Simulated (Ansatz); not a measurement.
## Zn3Pb, from a guessed structure to a relaxed one

Starting from a made-up structure for Zn3Pb, the aim is the relaxed cell, its shortest contacts and, where a second run follows, its electronic structure.

Main program and level: Ansatz 0.2.0; DFT, r2SCAN, plane-wave PAW, files of the set soft_1, scalar-relativistic, no spin, cell and ions relaxed at zero pressure; PAW set soft_1, in the first sound run; inputs show where later runs differ.

## (1) The structure

The structure is hexagonal, space group P6_3/mmc (No. 194). Conventional cell: a = 5.796 Å, b = 5.796 Å, c = 4.609 Å, α = 90.00°, β = 90.00°, γ = 120.00°. Nearest to Pb lie 12 Zn at 2.89 to 2.90 Å. Nearest to Zn lie 8 Zn at 2.77 to 3.03 Å and 4 Pb at 2.89 to 2.90 Å. Farther neighbours are not listed.

## (2) Relaxing cell and atoms

The guess takes its coordinates from another compound and its volume from a rule, so the cell and any free coordinates are relaxed together.

File input.yaml:

```yaml
crystal:
  lattice:
    - [5.796, 0.0, 0.0]
    - [-2.898, 5.01948324, 0.0]
    - [0.0, 0.0, 4.609]
  atoms:
    - { symbol: Pb, position: [0.333333333, 0.666666667, 0.75] }
    - { symbol: Pb, position: [0.666666667, 0.333333333, 0.25] }
    - { symbol: Zn, position: [0.159350005, 0.31870001, 0.25] }
    - { symbol: Zn, position: [0.159350005, 0.840649995, 0.25] }
    - { symbol: Zn, position: [0.68129999, 0.840649995, 0.25] }
    - { symbol: Zn, position: [0.840649995, 0.68129999, 0.75] }
    - { symbol: Zn, position: [0.840649995, 0.159350005, 0.75] }
    - { symbol: Zn, position: [0.31870001, 0.159350005, 0.75] }
kpoints:
  mp_grid: { grid: [6, 6, 6] }
scf:
  occupations: { method: fermi_dirac, width: 0.05 }
hamiltonian:
  xc: r2scan
  pseudopotentials: { kind: paw, azcp: { folder: soft_1 } }
relax:
  f_tol: 0.015
  max_steps: 70
  cell: {}
output:
  forces: true
  stress: true
```

On the command line:

```console
> ansatz run input.yaml --threads 4 --pin off --max-ram 10240MiB --backend cpu --events-out ev --progress --plain --runs-dir out
```

Numbers of over 12 decimals in the logs are rounded to 6 here.

The log of the run:

```text
Engine: ansatz 0.2.0, x86_64-unknown-linux-gnu
Pseudopotentials: kind: paw
Pseudopotential: Pb, paw, valence charge 14, recommended cutoff 500 eV (meta_gga), soft_1/Pb.paw.azcp
Pseudopotential: Zn, paw, valence charge 12, recommended cutoff 500 eV (meta_gga), soft_1/Zn.paw.azcp
Functional definition: r2SCAN
  parameter k0 = 0.174
  parameter k1 = 0.065
  parameter a1 = 4.9479
  exchange = r2scan_x(k0 = k0, k1 = k1, a1 = a1)
  correlation = r2scan_c
Crystal: 8 atoms, lattice volume = 134.089 Å³
Basis set: ecut = 500 eV, 3449 PW (Γ), exchange–correlation on 180×180×144 points (64 copies of the dense FFT grid, shifted against one another)
Bands: 60, of which v1, the nominal top of the filled ones, is band 50 counted from 1 (49 counted from 0)
Symmetry: 24 space group operations
Space group: P63/mmc (ITA 194), of the structure as read, at distance tolerance 5.1e-5 Å
k-points: 28 of 216
Non-local potential: Pb, projectors of the file, l = 0: 2, l = 1: 2, l = 2: 2, l = 3: 1
Non-local potential: Zn, projectors of the file, l = 0: 2, l = 1: 2, l = 2: 3, l = 3: 1
PAW form: soft (Blöchl's): semilocal exchange-correlation on the pseudo side does not see the compensation charge
PAW frozen core: Pb, regenerated for the run's functional (the file was generated under x = pbe(κ = 0.804, μ = 0.219515), c = pbe(β = 0.066725))
PAW frozen core: Zn, regenerated for the run's functional (the file was generated under x = pbe(κ = 0.804, μ = 0.219515), c = pbe(β = 0.066725))
PAW one-centre angular grid: Pb, 590 points (default); XC on 160 Gauss nodes
PAW one-centre angular grid: Zn, 590 points (default); XC on 160 Gauss nodes
Initial density: superposition of atomic densities (chi_scale 0.1, normalization cell, long waves kept (reshape's long-wave potential 0.02 eV rms))
Initial wavefunctions: pseudopotential atomic-orbital guess
Functional: x = r2scan, c = r2scan; τ floored in thin density (d = 2e-4 eV/Å³)
SCF iter   1: F=—  HF=-43797.978741 eV  |F-HF|=—  |Δ(HF+E_count)|=         —  Δρ=4.55e-2  dr2=3.96e0  dr2_τ=1.85e-2  ethr=3.10e-3  ⟨swp⟩=10.8  Hψ=9071  notcnv=0  defer=8
preconditioner: auto → Kerker (q_TF=auto, 2.598 Å⁻¹)  [metal: Δε(μ)=0.056 eV  Ē_g=12.945 eV  σ=0.050 eV  W_gap=0.27  n_scr=44 (ndim 8)  ℏωp=32.1 eV  f_vac=0.000  D(μ)=3.58/eV (n_scr^D=26)]
SCF iter   2: F=—  HF=-43797.319659 eV  |F-HF|=—  |Δ(HF+E_count)|=   6.59e-1  Δρ=1.98e-2  dr2=1.32e0  dr2_τ=6.37e-3  ethr=3.10e-3  ⟨swp⟩=4.0  Hψ=3673  notcnv=0  defer=75
SCF iter   3: F=—  HF=-43797.143638 eV  |F-HF|=—  |Δ(HF+E_count)|=   1.76e-1  Δρ=1.41e-2  dr2=3.53e-1  dr2_τ=3.53e-3  ethr=1.32e-3  ⟨swp⟩=3.0  Hψ=3289  notcnv=0  defer=75
SCF iter   4: F=—  HF=-43797.081527 eV  |F-HF|=—  |Δ(HF+E_count)|=   6.21e-2  Δρ=5.94e-3  dr2=5.08e-2  dr2_τ=3.51e-4  ethr=3.53e-4  ⟨swp⟩=3.2  Hψ=3131  notcnv=0  defer=75
SCF iter   5: F=—  HF=-43797.081201 eV  |F-HF|=—  |Δ(HF+E_count)|=   3.25e-4  Δρ=1.23e-3  dr2=2.29e-3  dr2_τ=2.63e-5  ethr=5.08e-5  ⟨swp⟩=2.1  Hψ=3121  notcnv=0  defer=76
SCF iter   6: F=—  HF=-43797.082544 eV  |F-HF|=—  |Δ(HF+E_count)|=   1.34e-3  Δρ=7.09e-4  dr2=6.17e-4  dr2_τ=5.58e-6  ethr=2.29e-6  ⟨swp⟩=2.0  Hψ=3016  notcnv=0  defer=76
SCF iter   7: F=—  HF=-43797.083163 eV  |F-HF|=—  |Δ(HF+E_count)|=   6.18e-4  Δρ=1.80e-4  dr2=5.03e-5  dr2_τ=7.14e-7  ethr=6.17e-7  ⟨swp⟩=2.0  Hψ=2732  notcnv=0  defer=76
SCF iter   8: F=—  HF=-43797.083217 eV  |F-HF|=—  |Δ(HF+E_count)|=   5.41e-5  Δρ=8.29e-5  dr2=9.91e-6  dr2_τ=3.95e-8  ethr=5.03e-8  ⟨swp⟩=2.0  Hψ=3032  notcnv=0  defer=76
SCF iter   9: F=-43797.083224 eV  HF=-43797.083224 eV  |F-HF|=1.87e-7  |Δ(HF+E_count)|=   6.81e-6  Δρ=1.04e-5  dr2=8.65e-8  dr2_τ=8.40e-9  ethr=1.00e-10  ⟨swp⟩=4.5  Hψ=7989  notcnv=0
SCF 1 converged in 9 iterations: F = -43797.083224 eV  dr2 = 8.65e-8
  greatest PAW one-centre occupation: 0.981 electrons in one spin orbital (limit 2), on the Zn atom at site 5 (counted from 0), in its partial waves of l = 2
relax step   1: F+E_penalty+E_count = -43797.08322371 eV  Δ(F+E_penalty+E_count) = +0.000e0 eV  max|allowed force component| = 5.598e-1 eV/Å  Δτ_max = 0.0000 Å  P = +11.199 GPa  Ω = 134.089 Å³  (9 SCF iters, dr2 threshold 1.00e-7 eV, accepted)
Crystal: 8 atoms, lattice volume = 153.344 Å³
Basis set: ecut = 500 eV, 3833 PW (Γ), exchange–correlation on 180×180×144 points (64 copies of the dense FFT grid, shifted against one another)
Initial density: handed on by an earlier stage of this run
Initial wavefunctions: those handed on with the density
iter 1 solved again at ethr=2.38e-4 eV; its pass at ethr=3.10e-3 eV (dr2=2.38e-1 eV) is discarded
SCF iter   1: F=—  HF=-43796.133248 eV  |F-HF|=—  |Δ(HF+E_count)|=         —  Δρ=1.06e-2  dr2=2.34e-1  dr2_τ=9.48e-1  ethr=2.38e-4  ⟨swp⟩=2.6  Hψ=11048  notcnv=0
preconditioner: auto → Kerker (q_TF=auto, 2.541 Å⁻¹)  [metal: Δε(μ)=0.070 eV  Ē_g=12.483 eV  σ=0.050 eV  W_gap=0.32  n_scr=44 (ndim 8)  ℏωp=30.0 eV  f_vac=0.000  D(μ)=4.01/eV (n_scr^D=26)]
SCF iter   2: F=—  HF=-43797.868727 eV  |F-HF|=—  |Δ(HF+E_count)|=    1.74e0  Δρ=5.46e-3  dr2=2.29e-2  dr2_τ=1.10e-3  ethr=2.34e-4  ⟨swp⟩=3.9  Hψ=3714  notcnv=0
SCF iter   3: F=—  HF=-43797.872961 eV  |F-HF|=—  |Δ(HF+E_count)|=   4.23e-3  Δρ=2.78e-3  dr2=5.93e-3  dr2_τ=1.49e-4  ethr=2.29e-5  ⟨swp⟩=2.0  Hψ=3194  notcnv=0  defer=68
SCF iter   4: F=—  HF=-43797.875787 eV  |F-HF|=—  |Δ(HF+E_count)|=   2.83e-3  Δρ=1.45e-3  dr2=1.96e-3  dr2_τ=3.51e-5  ethr=5.93e-6  ⟨swp⟩=2.0  Hψ=2765  notcnv=0  defer=68
SCF iter   5: F=—  HF=-43797.877022 eV  |F-HF|=—  |Δ(HF+E_count)|=   1.23e-3  Δρ=3.07e-4  dr2=2.17e-4  dr2_τ=9.03e-7  ethr=1.96e-6  ⟨swp⟩=2.0  Hψ=2746  notcnv=0  defer=68
SCF iter   6: F=—  HF=-43797.877106 eV  |F-HF|=—  |Δ(HF+E_count)|=   8.46e-5  Δρ=7.92e-5  dr2=1.55e-5  dr2_τ=2.35e-7  ethr=2.17e-7  ⟨swp⟩=2.0  Hψ=2883  notcnv=0  defer=68
SCF iter   7: F=—  HF=-43797.877113 eV  |F-HF|=—  |Δ(HF+E_count)|=   6.98e-6  Δρ=3.70e-5  dr2=1.96e-6  dr2_τ=2.27e-8  ethr=1.55e-8  ⟨swp⟩=2.0  Hψ=2738  notcnv=0  defer=68
SCF iter   8: F=-43797.877114 eV  HF=-43797.877114 eV  |F-HF|=2.09e-7  |Δ(HF+E_count)|=   8.55e-7  Δρ=1.92e-5  dr2=5.39e-7  dr2_τ=4.06e-9  ethr=8.00e-10  ⟨swp⟩=5.0  Hψ=6673  notcnv=0
SCF 2 converged in 8 iterations: F = -43797.877114 eV  dr2 = 5.39e-7
  greatest PAW one-centre occupation: 0.982 electrons in one spin orbital (limit 2), on the Zn atom at site 5 (counted from 0), in its partial waves of l = 2
[...]
SCF iter   8: F=—  HF=-43798.012921 eV  |F-HF|=—  |Δ(HF+E_count)|=   2.64e-7  Δρ=1.43e-5  dr2=1.19e-6  dr2_τ=1.51e-9  ethr=8.00e-10  ⟨swp⟩=5.0  Hψ=6384  notcnv=0
SCF iter   9: F=-43798.012920 eV  HF=-43798.012921 eV  |F-HF|=2.04e-7  |Δ(HF+E_count)|=   5.79e-8  Δρ=7.51e-6  dr2=3.39e-7  dr2_τ=7.52e-10  ethr=8.00e-10  ⟨swp⟩=4.7  Hψ=5804  notcnv=0
SCF 3 converged in 9 iterations: F = -43798.012920 eV  dr2 = 3.39e-7
  greatest PAW one-centre occupation: 0.982 electrons in one spin orbital (limit 2), on the Zn atom at site 7 (counted from 0), in its partial waves of l = 2
relax step   3: F+E_penalty+E_count = -43798.01292030 eV  Δ(F+E_penalty+E_count) = -1.358e-1 eV  max|allowed force component| = 1.623e-1 eV/Å  Δτ_max = 0.0384 Å  P = -0.633 GPa  Ω = 155.966 Å³  energy of the carried Pulay correction = -8.014e-3 eV  (9 SCF iters, dr2 threshold 8.00e-7 eV, accepted)
[... from here on, the SCF cycles and remarks between the steps are left out ...]
relax step   4: F+E_penalty+E_count = -43798.26527302 eV  Δ(F+E_penalty+E_count) = -2.524e-1 eV  max|allowed force component| = 9.658e-2 eV/Å  Δτ_max = 0.0717 Å  P = -0.080 GPa  Ω = 156.159 Å³  energy of the carried Pulay correction = -8.079e-3 eV  (10 SCF iters, dr2 threshold 8.00e-7 eV, accepted)
relax step   5: F+E_penalty+E_count = -43798.48803831 eV  Δ(F+E_penalty+E_count) = -2.228e-1 eV  max|allowed force component| = 5.436e-2 eV/Å  Δτ_max = 0.0187 Å  P = +0.276 GPa  Ω = 156.720 Å³  energy of the carried Pulay correction = -8.268e-3 eV  (9 SCF iters, dr2 threshold 8.00e-7 eV, accepted)
relax step   6: F+E_penalty+E_count = -43798.45207886 eV  Δ(F+E_penalty+E_count) = +3.596e-2 eV  max|allowed force component| = 9.932e-2 eV/Å  Δτ_max = 0.0149 Å  P = +1.140 GPa  Ω = 157.557 Å³  energy of the carried Pulay correction = -8.550e-3 eV  (9 SCF iters, dr2 threshold 8.00e-7 eV, rejected (line search))
relax step   7: F+E_penalty+E_count = -43798.52413931 eV  Δ(F+E_penalty+E_count) = -3.610e-2 eV  max|allowed force component| = 1.759e-2 eV/Å  Δτ_max = 0.0026 Å  P = -0.427 GPa  Ω = 159.699 Å³  energy of the carried Pulay correction = -9.263e-3 eV  (12 SCF iters, accepted)
relax step   8: F+E_penalty+E_count = -43798.52804052 eV  Δ(F+E_penalty+E_count) = -3.901e-3 eV  max|allowed force component| = 1.784e-3 eV/Å  Δτ_max = 0.0000 Å  P = -0.071 GPa  Ω = 158.519 Å³  energy of the carried Pulay correction = -8.871e-3 eV  (5 SCF iters, dr2 threshold 8.00e-7 eV, accepted)
relax step   9: F+E_penalty+E_count = -43798.52817254 eV  Δ(F+E_penalty+E_count) = -1.320e-4 eV  max|allowed force component| = 4.554e-5 eV/Å  Δτ_max = 0.0007 Å  P = +0.018 GPa  Ω = 158.272 Å³  energy of the carried Pulay correction = -8.789e-3 eV  (6 SCF iters, dr2 threshold 2.82e-8 eV, accepted)
relax step  10: F+E_penalty+E_count = -43798.54768408 eV  Δ(F+E_penalty+E_count) = -1.951e-2 eV  max|allowed force component| = 2.863e-4 eV/Å  Δτ_max = 0.0000 Å  P = +0.050 GPa  Ω = 158.272 Å³  stress off target by 5.39e-2 GPa  SCF on the basis re-selected at this cell (its energy is not comparable with the rows above)  (8 SCF iters)
relax step  11: F+E_penalty+E_count = -43798.54766543 eV  Δ(F+E_penalty+E_count) = +1.865e-5 eV  max|allowed force component| = 2.053e-5 eV/Å  Δτ_max = 0.0003 Å  P = +0.001 GPa  Ω = 158.417 Å³  energy of the carried Pulay correction = -4.205e-5 eV  (6 SCF iters, dr2 threshold 7.27e-9 eV, accepted)
iter 1 solved again at ethr=1.96e-7 eV; its pass at ethr=3.10e-3 eV (dr2=1.96e-4 eV) is discarded
SCF iter   1: F=—  HF=-43798.547702 eV  |F-HF|=—  |Δ(HF+E_count)|=         —  Δρ=2.22e-6  dr2=2.81e-9  dr2_τ=1.23e-9  ethr=1.96e-7  ⟨swp⟩=3.4  Hψ=13995  notcnv=0
eigensolver tolerance schedule: the retry pair's looser diagonalisation over-reported the residual by 69668.79 of it (diagonalisation noise at an unbounded share of the residual, at the tolerance the schedule requests for it); recorded, not acted on — ethr = c·dr2/N_el stays at c = 1.0e-1
SCF iter   2: F=—  HF=-43798.547711 eV  |F-HF|=—  |Δ(HF+E_count)|=   8.81e-6  Δρ=1.87e-6  dr2=2.57e-9  dr2_τ=6.26e-11  ethr=2.81e-12  ⟨swp⟩=4.0  Hψ=4729  notcnv=0
SCF iter   3: F=—  HF=-43798.547711 eV  |F-HF|=—  |Δ(HF+E_count)|=  2.26e-10  Δρ=4.49e-7  dr2=1.30e-10  dr2_τ=1.18e-11  ethr=2.57e-12  ⟨swp⟩=2.0  Hψ=2737  notcnv=0
SCF iter   4: F=-43798.547711 eV  HF=-43798.547711 eV  |F-HF|=1.46e-11  |Δ(HF+E_count)|=  1.53e-10  Δρ=1.50e-7  dr2=3.86e-11  dr2_τ=1.41e-12  ethr=1.00e-12  ⟨swp⟩=5.0  Hψ=6559  notcnv=0
SCF 12 converged in 4 iterations: F = -43798.547711 eV  dr2 = 3.86e-11
relax step  12: F+E_penalty+E_count = -43798.54771086 eV  Δ(F+E_penalty+E_count) = -4.543e-5 eV  max|allowed force component| = 6.752e-6 eV/Å  Δτ_max = 0.0000 Å  P = +0.001 GPa  Ω = 158.417 Å³  stress off target by 3.04e-3 GPa  SCF on the basis re-selected at this cell (its energy is not comparable with the rows above)  (4 SCF iters)
basis re-selected at this cell: Δ(F+E_penalty+E_count) = -4.543e-5 eV, ΔP = +0.000 GPa vs the last step (what re-selecting the basis moved, of the pressure what is left beyond the Pulay correction that the steps carried, after the strain that the cell walked since its last selection, with what the two solves' SCF thresholds leave and, on support functions, any second-order correction that the steps lacked; it is no m [...]
SCF converged after 4 iterations
Free energy (F): -43798.547711 eV
Harris-Foulkes:  -43798.547711 eV  (|F-HF|=1.46e-11)
Internal energy: -43798.534430 eV  (E = F + TS)
E sigma→0 (E₀):  -43798.541070 eV
Entropy (-TS):   -0.013281 eV (-1.660 meV/atom)
Fermi energy:    10.319630 eV
--- Per-component energies (eV) ---
  E_band       = 120.601439
  E_kinetic    = 1462.006371
  E_local      = -13673.859285  (includes V_loc(G=0)·N_el)
  E_nonlocal   = 5548.071354
  E_hartree    = 5252.513025
  E_xc         = -803.511599
  E_vxc        = -609.794596  (∫ρ·V_xc dr)
  E_paw        = -32324.508125  (= ΣΔE_a)
  E_vpaw       = -3149.925011  (= ΣTr[D̂ρ^β])
  E_aug_tail   = 0.000407  (compensation charges beyond the density's cutoff)
  E_vtau       = 39.076515  (kinetic-family band-sum trace: ∫τ·v_τ [+ j·A + Jᵃ·Aᵃ] dr)
  E_ewald      = -9260.081481
  E_core_change = 0.834903  (= ΣΔE_core)
  E_smearing   = -0.013281  (= −TS)
  E_closure    = -0.000000  (closes the sum)
  Σ components = -43798.547711   (vs F -43798.547711, Δ=0.00e0)
--- Forces (eV/Å), atoms counted from 1 ---
  atom   1  Pb    -0.00000000     0.00000000    -0.00000000
  atom   2  Pb     0.00000000     0.00000000     0.00000000
  atom   3  Zn     0.00000000    -0.00000675     0.00000000
  atom   4  Zn    -0.00000585     0.00000338     0.00000000
  atom   5  Zn     0.00000585     0.00000338    -0.00000000
  atom   6  Zn    -0.00000000     0.00000675    -0.00000000
  atom   7  Zn     0.00000585    -0.00000338    -0.00000000
  atom   8  Zn    -0.00000585    -0.00000338     0.00000000
  max |Σ_I F_I| component: 1.04e-17 eV/Å
--- Stress (GPa, compression-positive) ---
        0.000011      -0.000000      -0.000000
       -0.000000       0.000011      -0.000000
       -0.000000      -0.000000       0.003045
  P = ⅓ Tr σ = 0.0010 GPa (0.010 kbar)
--- Relaxed structure (10 steps of the walk, 9 accepted, 2 SCFs on fresh bases) ---
  F+E_penalty+E_count = -43798.54771086 eV   max|allowed force component| = 6.752e-6 eV/Å   (the final SCF, on the basis selected at the relaxed cell)
  cell:  # Å, volume = 158.4165 Å³
    - [6.625406, 0, 0]
    - [-3.312703, 5.737770, 0]
    - [0, 0, 4.167205]
  atoms:
    - { symbol: Pb, position: [0.333333, 0.666667, 0.75] }
    - { symbol: Pb, position: [0.666667, 0.333333, 0.25] }
    - { symbol: Zn, position: [0.138061, 0.276121, 0.25] }
    - { symbol: Zn, position: [0.138061, 0.861939, 0.25] }
    - { symbol: Zn, position: [0.723879, 0.861939, 0.25] }
    - { symbol: Zn, position: [0.861939, 0.723879, 0.75] }
    - { symbol: Zn, position: [0.861939, 0.138061, 0.75] }
    - { symbol: Zn, position: [0.276121, 0.138061, 0.75] }
```

Run time: 72 s. Hardware: 4 threads of AMD EPYC 7R13 (Zen 3), shared host; peak memory 1.2 GiB.

Step by step:

| step | energy less that of the first step (eV) | largest force component (eV/Å) | pressure (GPa) | volume (Å³) |
| --- | --- | --- | --- | --- |
| 1 | 0.0000 | 0.5598 | 11.20 | 134.09 |
| 2 | -0.7939 | 0.2336 | 0.24 | 153.34 |
| 3 | -0.9297 | 0.1623 | -0.63 | 155.97 |
| 4 | -1.1820 | 0.0966 | -0.08 | 156.16 |
| 5 | -1.4048 | 0.0544 | 0.28 | 156.72 |
| 6 | -1.3689 | 0.0993 | 1.14 | 157.56 |
| 7 | -1.4409 | 0.0176 | -0.43 | 159.70 |
| 8 | -1.4448 | 0.0018 | -0.07 | 158.52 |
| 9 | -1.4449 | 0.0000 | 0.02 | 158.27 |
| 10* | -1.4645 | 0.0003 | 0.05 | 158.27 |
| 11 | -1.4644 | 0.0000 | 0.00 | 158.42 |
| 12* | -1.4645 | 0.0000 | 0.00 | 158.42 |

Relaxation steps marked * repeat the geometry before them on a plane-wave basis chosen anew for their cell, so energy and pressure can jump there. Relaxation step 6 was tried and not accepted.

Forces are held to the 24 operations that the run works with; a distortion that breaks them can't arise in this run.

| cell as run | before | after | change |
| --- | --- | --- | --- |
| a (Å) | 5.796 | 6.625 | +14.3 % |
| b (Å) | 5.796 | 6.625 | +14.3 % |
| c (Å) | 4.609 | 4.167 | -9.6 % |
| volume (Å³/atom) | 16.76 | 19.80 | +18.1 % |

The atoms that moved most (Å, as changes of fractional coordinates times the final cell):

| atom | dx | dy | dz | length |
| --- | --- | --- | --- | --- |
| Zn4 | -0.212 | 0.122 | 0.000 | 0.244 |
| Zn5 | 0.212 | 0.122 | 0.000 | 0.244 |
| Zn6 | 0.000 | 0.244 | 0.000 | 0.244 |
| Zn3 | 0.000 | -0.244 | 0.000 | 0.244 |
| Zn7 | 0.212 | -0.122 | 0.000 | 0.244 |
| Zn8 | -0.212 | -0.122 | 0.000 | 0.244 |

This step gave:

* free energy: -43798.5477 eV
* energy at zero smearing: -43798.5411 eV
* smearing term TS: 0.01328 eV
* Fermi energy: 10.32 eV
* electrons: 100
* symmetry operations: 24
* pressure: 0.001022 GPa

The shortest distance of each pair, which need not be the same contact before and after:

| pair | guess (Å) | relaxed (Å) |
| --- | --- | --- |
| Zn–Zn | 2.771 | 2.618 |
| Pb–Zn | 2.892 | 3.060 |
| Pb–Pb | 4.063 | 4.167 |

The relaxation ends with a pressure of 0.00 GPa.

[end of part 1 of 2]

[Logs are printed without paths, hosts, clocks, repeated set-up lines and the standing remarks that a program may print on its own settings, such as how far it seeks lower states.]

[Hosts, paths, dates, database ids (printed as entryN), source tags and the programs' standing remarks are cut or masked in the printed files.]
